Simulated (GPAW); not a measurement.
## CsGeBr3 (Pm-3m): G0W0 on several meshes in GPAW

Wanted: mesh dependence and cost of G0W0 for CsGeBr3 (Pm-3m).

Calculated with GPAW 26.7.0; LDA and many-body steps on it, plane waves.

## Step 1: Starting point

Symmetry: Pm-3m, No. 221, cubic system. Conventional cell: a = 5.533 Å, b = 5.533 Å, c = 5.533 Å, α = 90.00°, β = 90.00°, γ = 90.00°. Nearest to Cs lie 12 Br at 3.91 Å. Nearest to Ge lie 6 Br at 2.77 Å. Br has 2 Ge at 2.77 Å and 4 Cs at 3.91 Å nearest. Farther neighbours and most contacts between anions are not listed.

As a file:

```
Cs Ge Br
1.0
     5.53333    0.00000    0.00000
     0.00000    5.53333    0.00000
     0.00000    0.00000    5.53333
Cs Ge Br
1 1 3
Direct
  0.00000 0.00000 0.00000
  0.50000 0.50000 0.50000
  0.50000 0.50000 0.00000
  0.50000 0.00000 0.50000
  0.00000 0.50000 0.50000
```

The cell and positions are those that the Materials Project relaxed with its own functionals (PBE, PBE+U or r2SCAN), kept fixed. Spin-orbit coupling is left out unless a step names it.

## Step 2: Empty states on the mesh, 2×2×2 mesh, 580 bands

This step: GPAW 26.7.0; DFT, LDA, plane waves, PAW.

The sums over transitions need many empty states on a uniform mesh; this step solves for them.

Contents of run.py:

```python
import json
import numpy as np
from gpaw.mpi import world
from gpaw import GPAW

calc = GPAW('gs.gpw').fixed_density(kpts={'size': (2, 2, 2), 'gamma': True},
    parallel={'domain': 1, 'band': 1},
    txt='nscf.txt')
calc.diagonalize_full_hamiltonian(nbands=580)
calc.write('full.gpw', mode='all')
res = {}
kpts = calc.get_ibz_k_points()
res['kpts'] = kpts
res['eigenvalues'] = [calc.get_eigenvalues(kpt=k) for k in range(len(kpts))]
res['n_electrons'] = calc.get_number_of_electrons()

if world.rank == 0:
    with open('result.json', 'w') as f:
        json.dump(res, f, default=lambda x: x.tolist())
```

Started as:

```console
$ mpirun -n 4 gpaw python run.py
```

Numbers of over 12 decimals in the logs are rounded to 6 here.

The log of the run:

```text
Diagonalizing LCAO Hamiltonian
Converting LCAO to pw mode
convergence criteria:
- Maximum integral of absolute [eigenst]ate change: 4e-08 eV^2 / valence electron
maximum number of iterations: 100

SCF iterations
|iter     |     time |      energy | eigst |  dens |
|iter:   1|  |             | +0.70 |       |
|iter:   2|  |             | -0.30 |       |
|iter:   3|  |             | -1.23 |       |
[...]
|iter:  23|  |             | -6.78 |       |
|iter:  24|  |             | -7.17 |       |
|iter:  25|  |             | -7.46c|       |
SCF steps: 25
  __  _  _
 | _ |_)|_||  |
 |__||  | ||/\| - 26.7.0

Input parameters:
  mode=PW(ecut=450.000000),
  convergence={'density': 1e-06, 'bands': -3},
  gpts=array([28, 28, 28]),
  kpts=MonkhorstPack(size=(2, 2, 2), gamma=True),
  maxiter=100,
  nbands=25,
  occupations=Occupations(name='fermi-dirac', width=0.001, fixmagmom=False),
  parallel={'domain': 1, 'band': 1},
  xc=XC(name='LDA')
Matrix size: 3743x3743
# Writing to full.gpw (mode='all')
  [... matrices ...]

timing:  # [seconds]
  Total: 41.079  # ━━━━━━━━━━━━━━━━━━━━━━━━━━━━━━━━━━━━━━━━━━━━━━━━━━━━━━━━━━
```

The job ended after 46 s (4 MPI ranks of Arm Neoverse V2, shared host; peak memory 4.1 GiB; 3.1 min of CPU time).

Numbers from this step:

```
gap                                                           : 0.5184 eV
k of the valence top                                          : 0.5, 0.5, 0.5
k of the conduction bottom                                    : 0.5, 0.5, 0.5
least direct gap                                              : 0.5184 eV
k points computed                                             : 4
lowest point of the top converged band, above the valence top : 121.2126 eV
```

On this mesh the gap is 0.518 eV.

## Step 3: 2×2×2

Now the one-shot GW correction: screening in the RPA, then the self-energy of the levels asked for.

This step: G0W0 on LDA, plane waves, PAW.

Contents of run.py:

```python
import json
import numpy as np
from gpaw.mpi import world
from gpaw.response.g0w0 import G0W0

gw = G0W0('full.gpw',
    filename='gw',
    kpts=[0, 3],
    bands=(15, 19),
    ecut=39,
    nbands=93,
    integrate_gamma='WS',
    ppa=True)
gw.calculate()
res = {mode: {k: v for k, v in r.items() if k != 'sigma_eskwn'}
       for mode, r in gw.all_results.items()}

if world.rank == 0:
    with open('result.json', 'w') as f:
        json.dump(res, f, default=lambda x: x.tolist())
```

Started as:

```console
$ mpirun -n 4 gpaw python run.py
```

The log of the run:

```text
Using integrator: PointIntegrator
FrequencyGridDescriptor(from 0.000+0.000j to 0.000+27.211j eV, 2 points)
Nonperiodic BCs:  [False False False]
Using integrator: PointIntegrator
FrequencyGridDescriptor(from 0.000+0.000j to 0.000+27.211j eV, 2 points)
Nonperiodic BCs:  [False False False]
  ___  _ _ _
 |   || | | |
 | | || | | |
 |__ ||_____|
 |___|

BZ k-points: Symmetries present (total): 48

  [... matrices ...]
8 k-points: 2 x 2 x 2 Monkhorst-Pack grid + [1/4,1/4,1/4]
4 k-points in the irreducible part of the Brillouin zone
       k-points in crystal coordinates                weights
   0:     0.00000000    0.00000000    0.00000000          1/8
   1:     0.50000000    0.00000000    0.00000000          3/8
   2:     0.50000000    0.50000000    0.00000000          3/8
   3:     0.50000000    0.50000000    0.50000000          1/8

Distributing spins, k-points and bands (1 x 2 x 4) over 4 processes
Number of blocks: 1

Quasi particle states:
k-points (IBZ indices): [0, 3]
Band range: (15, 19)
  [... matrices ...]
Computational parameters:
Plane wave cut-off: 39 eV
Number of bands: 93
Coulomb cutoff: None
Broadening: 0.1 eV

fxc modes: GW
Kernel: RPA
Using Godby-Needs plasmon-pole approximation:
  Fitting energy: i*E0, E0 = 1.000 Hartree
Summing all q:

Calculating screened Coulomb potential
No Coulomb truncation
FrequencyGridDescriptor(from 0.000+0.000j to 0.000+27.211j eV, 2 points)
Removing empty qpoint cache files...

Calculating chi0 body with:
    Ground state adapter containing:
    Number of spins: 1
    Number of kpoints: 8
    Number of irreducible kpoints: 4
    Number of completely occupied states: 17
    Number of partially occupied states: 17
    Occupied states memory: 5.6943359375 M / cpu

    Linear response parametrization:
    q_c: [0.0, 0.0, 0.0]
    Number of frequency points: 2
    Planewave cutoff: 39.0
    Number of bands: 93
    Number of planewaves: 81
    Broadening (eta): 1e-06
    comm.size: 4
    kncomm.size: 4
    blockcomm.size: 1

    Memory estimate of potentially large arrays:
        chi0_wGG: 0.200226 M / cpu
Integrating chi0 body.

Symmetries of q_c:
    Direct symmetries (Uq -> q): 48
    Indirect symmetries (TUq -> q): 0
In total 48 allowed symmetries.

  [... matrices ...]
4 groups of equivalent kpoints. 50.0% reduction.

Integral kind: response function
Integrating chi0 head and wings.

Symmetries of q_c:
    Direct symmetries (Uq -> q): 48
    Indirect symmetries (TUq -> q): 0
In total 48 allowed symmetries.

  [... matrices ...]
4 groups of equivalent kpoints. 50.0% reduction.

Integral kind: response function wings

Calculating chi0 body with:
    Ground state adapter containing:
    Number of spins: 1
    Number of kpoints: 8
    Number of irreducible kpoints: 4
    Number of completely occupied states: 17
    Number of partially occupied states: 17
    Occupied states memory: 5.6943359375 M / cpu

    Linear response parametrization:
[... the further q-points ...]

Results:
f:      Occupation numbers
eps:     KS-eigenvalues [eV]
vxc:     KS vxc [eV]
exx:     Exact exchange [eV]
sigma:   Self-energies [eV]
dsigma:  Self-energy derivatives
Z:       Renormalization factors
qp:      QP-energies [eV]

k-point 0 (0): (0.000, 0.000, 0.000)                GW
band       f     eps     vxc     exx   sigma  dsigma       Z      qp
                                                                   GW
  15   1.000   1.024 -16.104 -19.545   3.245  -0.276   0.784   0.871
  16   1.000   1.024 -16.104 -19.545   3.245  -0.276   0.784   0.870
  17   0.000   6.057  -8.882  -4.475  -3.557  -0.200   0.833   6.765
  18   0.000   6.842  -8.030  -3.751  -3.439  -0.197   0.835   7.544

k-point 1 (3): (0.500, 0.500, 0.500)                GW
band       f     eps     vxc     exx   sigma  dsigma       Z      qp
                                                                   GW
  15   1.000   1.439 -16.378 -19.859   3.278  -0.273   0.786   1.280
  16   1.000   3.221 -17.578 -19.106   2.169  -0.259   0.794   3.730
  17   0.000   3.739 -12.800  -8.176  -3.222  -0.254   0.797   4.856
  18   0.000   3.739 -12.800  -8.176  -3.223  -0.254   0.797   4.855
```

It took 7.7 s on 4 MPI ranks; peak memory 1.4 GiB; 30 s of CPU time.

Numbers from this step:

```
G0W0 gap on the points computed              : 1.126 eV
least direct G0W0 gap on the computed points : 1.126 eV
Z at the valence top                         : 0.7943
Z at the conduction bottom                   : 0.7972
starting gap on the mesh                     : 0.5184 eV
k of the valence top                         : 0.5, 0.5, 0.5
k of the conduction bottom                   : 0.5, 0.5, 0.5
```

The gap on the mesh goes from 0.52 eV to 1.13 eV, a correction of +0.61 eV.

## Step 4: Empty states on the mesh, 4×4×4 mesh, 103 bands

This step: DFT, LDA, plane waves, PAW.

Contents of run.py:

```python
import json
import numpy as np
from gpaw.mpi import world
from gpaw import GPAW

calc = GPAW('gs.gpw').fixed_density(kpts={'size': (4, 4, 4), 'gamma': True},
    nbands=120,
    convergence={'bands': 103},
    txt='nscf.txt')
calc.write('full.gpw', mode='all')
res = {}
kpts = calc.get_ibz_k_points()
res['kpts'] = kpts
res['eigenvalues'] = [calc.get_eigenvalues(kpt=k) for k in range(len(kpts))]
res['n_electrons'] = calc.get_number_of_electrons()

if world.rank == 0:
    with open('result.json', 'w') as f:
        json.dump(res, f, default=lambda x: x.tolist())
```

Started as:

```console
$ mpirun -n 4 gpaw python run.py
```

The log of the run:

```text
Diagonalizing LCAO Hamiltonian
Converting LCAO to pw mode
convergence criteria:
- Maximum integral of absolute [eigenst]ate change: 4e-08 eV^2 / valence electron
maximum number of iterations: 100

SCF iterations
|iter     |     time |      energy | eigst |  dens |
|iter:   1|  |             | +3.81 |       |
|iter:   2|  |             | +2.57 |       |
|iter:   3|  |             | +1.47 |       |
[...]
|iter:  12|  |             | -6.75 |       |
|iter:  13|  |             | -7.05 |       |
|iter:  14|  |             | -7.69c|       |
SCF steps: 14
  __  _  _
 | _ |_)|_||  |
 |__||  | ||/\| - 26.7.0

Input parameters:
  mode=PW(ecut=450.000000),
  convergence={'bands': 103},
  gpts=array([28, 28, 28]),
  kpts=MonkhorstPack(size=(4, 4, 4), gamma=True),
  maxiter=100,
  nbands=120,
  occupations=Occupations(name='fermi-dirac', width=0.001, fixmagmom=False),
  parallel={},
  xc=XC(name='LDA')
# Writing to full.gpw (mode='all')
  [... matrices ...]

timing:  # [seconds]
  Total: 0.059  # ━━━━━━━━━━━━━━━━━━━━━━━━━━━━━━━━━━━━━━━━━━━━━━━━━━━━━━━━━━━
```

It took 26 s on 4 MPI ranks; peak memory 0.78 GiB.

Numbers from this step:

```
gap                                                           : 0.5184 eV
k of the valence top                                          : 0.5, 0.5, 0.5
k of the conduction bottom                                    : 0.5, 0.5, 0.5
least direct gap                                              : 0.5184 eV
k points computed                                             : 10
lowest point of the top converged band, above the valence top : 30.63 eV
```

On this mesh the gap is 0.518 eV.

## Step 5: 4×4×4

This step: G0W0 on LDA, plane waves, PAW.

Contents of run.py:

```python
import json
import numpy as np
from gpaw.mpi import world
from gpaw.response.g0w0 import G0W0

gw = G0W0('full.gpw',
    filename='gw',
    kpts=[0, 9],
    bands=(15, 19),
    ecut=39,
    nbands=93,
    integrate_gamma='WS',
    ppa=True)
gw.calculate()
res = {mode: {k: v for k, v in r.items() if k != 'sigma_eskwn'}
       for mode, r in gw.all_results.items()}

if world.rank == 0:
    with open('result.json', 'w') as f:
        json.dump(res, f, default=lambda x: x.tolist())
```

Started as:

```console
$ mpirun -n 4 gpaw python run.py
```

The log of the run:

```text
Using integrator: PointIntegrator
FrequencyGridDescriptor(from 0.000+0.000j to 0.000+27.211j eV, 2 points)
Nonperiodic BCs:  [False False False]
Using integrator: PointIntegrator
FrequencyGridDescriptor(from 0.000+0.000j to 0.000+27.211j eV, 2 points)
Nonperiodic BCs:  [False False False]
  ___  _ _ _
 |   || | | |
 | | || | | |
 |__ ||_____|
 |___|

BZ k-points: Symmetries present (total): 48

  [... matrices ...]
64 k-points: 4 x 4 x 4 Monkhorst-Pack grid + [1/8,1/8,1/8]
10 k-points in the irreducible part of the Brillouin zone
       k-points in crystal coordinates                weights
   0:     0.00000000    0.00000000    0.00000000          1/64
   1:     0.25000000    0.00000000    0.00000000          6/64
   2:     0.25000000    0.25000000    0.00000000         12/64
[...]
8:     0.50000000    0.50000000    0.25000000          6/64
   9:     0.50000000    0.50000000    0.50000000          1/64

Distributing spins, k-points and bands (1 x 2 x 4) over 4 processes
Number of blocks: 1

Quasi particle states:
k-points (IBZ indices): [0, 9]
Band range: (15, 19)
  [... matrices ...]
Computational parameters:
Plane wave cut-off: 39 eV
Number of bands: 93
Coulomb cutoff: None
Broadening: 0.1 eV

fxc modes: GW
Kernel: RPA
Using Godby-Needs plasmon-pole approximation:
  Fitting energy: i*E0, E0 = 1.000 Hartree
Summing all q:

Calculating screened Coulomb potential
No Coulomb truncation
FrequencyGridDescriptor(from 0.000+0.000j to 0.000+27.211j eV, 2 points)
Removing empty qpoint cache files...

Calculating chi0 body with:
    Ground state adapter containing:
    Number of spins: 1
    Number of kpoints: 64
    Number of irreducible kpoints: 10
    Number of completely occupied states: 17
    Number of partially occupied states: 17
[...]
Number of frequency points: 2
    Planewave cutoff: 39.0
    Number of bands: 93
    Number of planewaves: 81
    Broadening (eta): 1e-06
    comm.size: 4
    kncomm.size: 4
    blockcomm.size: 1

    Memory estimate of potentially large arrays:
        chi0_wGG: 0.200226 M / cpu
Integrating chi0 body.

Symmetries of q_c:
    Direct symmetries (Uq -> q): 48
    Indirect symmetries (TUq -> q): 0
In total 48 allowed symmetries.

  [... matrices ...]
10 groups of equivalent kpoints. 84.375% reduction.

Integral kind: response function
Integrating chi0 head and wings.

Symmetries of q_c:
    Direct symmetries (Uq -> q): 48
    Indirect symmetries (TUq -> q): 0
In total 48 allowed symmetries.

  [... matrices ...]
10 groups of equivalent kpoints. 84.375% reduction.

Integral kind: response function wings

Calculating chi0 body with:
    Ground state adapter containing:
    Number of spins: 1
    Number of kpoints: 64
    Number of irreducible kpoints: 10
    Number of completely occupied states: 17
    Number of partially occupied states: 17
    Occupied states memory: 5.6943359375 M / cpu

    Linear response parametrization:
[... the further q-points ...]

Results:
f:      Occupation numbers
eps:     KS-eigenvalues [eV]
vxc:     KS vxc [eV]
exx:     Exact exchange [eV]
sigma:   Self-energies [eV]
dsigma:  Self-energy derivatives
Z:       Renormalization factors
qp:      QP-energies [eV]

k-point 0 (0): (0.000, 0.000, 0.000)                GW
band       f     eps     vxc     exx   sigma  dsigma       Z      qp
                                                                   GW
  15   1.000   1.024 -16.104 -19.523   3.156  -0.282   0.780   0.818
  16   1.000   1.024 -16.104 -19.523   3.156  -0.282   0.780   0.818
  17   0.000   6.057  -8.882  -4.528  -3.345  -0.195   0.837   6.901
[...]
k-point 1 (9): (0.500, 0.500, 0.500)                GW
band       f     eps     vxc     exx   sigma  dsigma       Z      qp
                                                                   GW
[...]
17   0.000   3.739 -12.800  -8.762  -2.777  -0.254   0.797   4.744
  18   0.000   3.739 -12.800  -8.762  -2.777  -0.254   0.797   4.744
```

Wall time 37 s (4 MPI ranks); peak memory 1.6 GiB; 2.5 min of CPU time.

Numbers from this step:

```yaml
g0w0_gap_on_the_points_computed: 0.8468 eV
least_direct_g0w0_gap_on_the_computed_points: 0.8468 eV
z_at_the_valence_top: 0.7961
z_at_the_conduction_bottom: 0.7975
starting_gap_on_the_mesh: 0.5184 eV
k_of_the_valence_top: 0.5, 0.5, 0.5
k_of_the_conduction_bottom: 0.5, 0.5, 0.5
```

Against G0W0 in GPAW (2×2×2 mesh, 93 bands, screening to 39 eV, Godby-Needs plasmon pole), the gap moves by −0.279 eV.

## Step 6: The runs together

Times are wall times on 4 MPI ranks of Arm Neoverse V2, shared host, good to a factor of about two.

```tsv
run	mesh	bands	screening cutoff (eV)	DFT gap (eV)	gap on the mesh (eV)	direct (eV)	time
2×2×2	2×2×2	93	39	0.518	1.126	1.126	7.7 s
4×4×4	4×4×4	93	39	0.518	0.847	0.847	37 s
```

## Step 7: Summary of results

```
2×2×2        : 1.126 eV
4×4×4        : 0.847 eV
known limits : not at the basis limit; no spin-orbit coupling; coarse k mesh
```

4×4×4: −0.279 eV against 2×2×2. Bands and cutoff are finite, so the gap is not at the basis limit. The miss can reach some tenths of an eV and take either sign; the mesh is an error of its own. These stock PAW sets were not made for GW; the filled d or f shell of Br and Ge lies in the frozen core, which bears on start and correction. In the G0W0 runs levels were corrected at 2 k points alone, so a gap called «on the mesh» is the least over those, and an edge elsewhere would be missed. The 2×2×2 mesh is coarse for this cell, which bears on the long-range parts of exchange and screening. Mesh or cutoff lie under what a gap needs, so these runs test behaviour and cost; their gaps are not to be quoted. This is the ideal cubic cell; many perovskites, halides above all, are cubic only on average, and local tilts or off-centring can widen the gap. The many-body steps are scalar-relativistic: spin-orbit coupling is not in them.

[Paths, hosts, dates, memory and timing lines, banners, echoed tables and standing remarks are left out of the program output.]

[Logs are printed without paths, hosts, clocks, repeated set-up lines and the standing remarks that a program may print on its own settings, such as how far it seeks lower states.]

[Runs of the session that timed out or met a known fault of the program may be left out.]

[Hosts, paths, dates, database ids (printed as entryN), source tags and the programs' standing remarks are cut or masked in the printed files.]
